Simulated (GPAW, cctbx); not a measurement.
# SrCaZnRuO6: what bonding does to one electron reflection, worked out

SrCaZnRuO6, F-43m (no. 216), a = 7.9035 Å, b = 7.9035 Å, c = 7.9035 Å, α = 90.00°, β = 90.00°, γ = 90.00°.

| atom | mult. | x | y | z |
| --- | --- | --- | --- | --- |
| Ru1 | 4 | 1/2 | 0 | 0 |
| Sr1 | 4 | 1/4 | 3/4 | 3/4 |
| Zn1 | 4 | 0 | 0 | 0 |
| Ca1 | 4 | 1/4 | 1/4 | 3/4 |
| O1 | 24 | 1/2 | 0.2416 | 0 |

The cell comes from substitution in a known structure type and wasn't matched to any measured phase.

A DFT run (GPAW, PBE, 550 eV, 4×4×4 k-points, Fermi–Dirac width 0.05 eV) gives the static X-ray structure factor of 222 as 74.706 e for the conventional cell; superposed free atoms give 67.697 e. **Problem.** Find the Fourier component V of the crystal potential and the two-beam extinction distance at 120 kV in both cases.

## Step 1: Geometry

The cell volume is Ω = 493.70 Å³ and d(222) = 2.2815 Å, so g = 1/d = 0.4383 Å⁻¹.

## Step 2: The nuclei

Electrons feel nuclei as well as electrons, so the nuclear charges are summed with the same phases.

Phase sums Σ exp(2πi h·x), turned so that the total is real and positive: Ru -4.000, Sr +4.000, Zn -4.000, Ca +4.000, O +23.867. Then F_Z = 44 × (-4.000) + 38 × (+4.000) + 30 × (-4.000) + 20 × (+4.000) + 8 × (+23.867) = 126.94 e. The electron term has the same sign for this reflection.

## Step 3: Mott–Bethe

Poisson's equation, term by term, gives V = (e/4πε₀)(F_Z − F)/(πΩg²), with e/4πε₀ = 14.3996 V Å.

The prefactor is 14.3996 × 2.2815²/(π × 493.70) = 0.04833 V per electron. Free atoms: (126.94 − 67.697) × 0.04833 = 2.863 V. Crystal: (126.94 − 74.706) × 0.04833 = 2.524 V. F changes by +10.35 % and V by -11.8 %: the same 7.01 e is measured against F_Z − F = 59.2 e in place of F = 67.7 e.

## Step 4: Extinction distance

In the two-beam case ξ = 1/(λU) with U = 2γm₀eV/h², that is ξ = 150.41 V Å²/(γλV).

At 120 kV, λ = 0.03349 Å and γ = 1.2348. Free atoms: ξ = 1270 Å. Crystal: ξ = 1441 Å. The thickness fringes go as sin²(πt/ξ), so the two patterns slip by a quarter of a period when t|1/ξ₁ − 1/ξ₀| = 1/4, at t ≈ 268 nm. Thermal motion, absorption and many-beam coupling, left out here, change a real pattern.

## Step 5: Answer

V(222) is 2.52 V against 2.86 V, and ξ is 1441 against 1270 Å. Limits: static atoms, two beams.
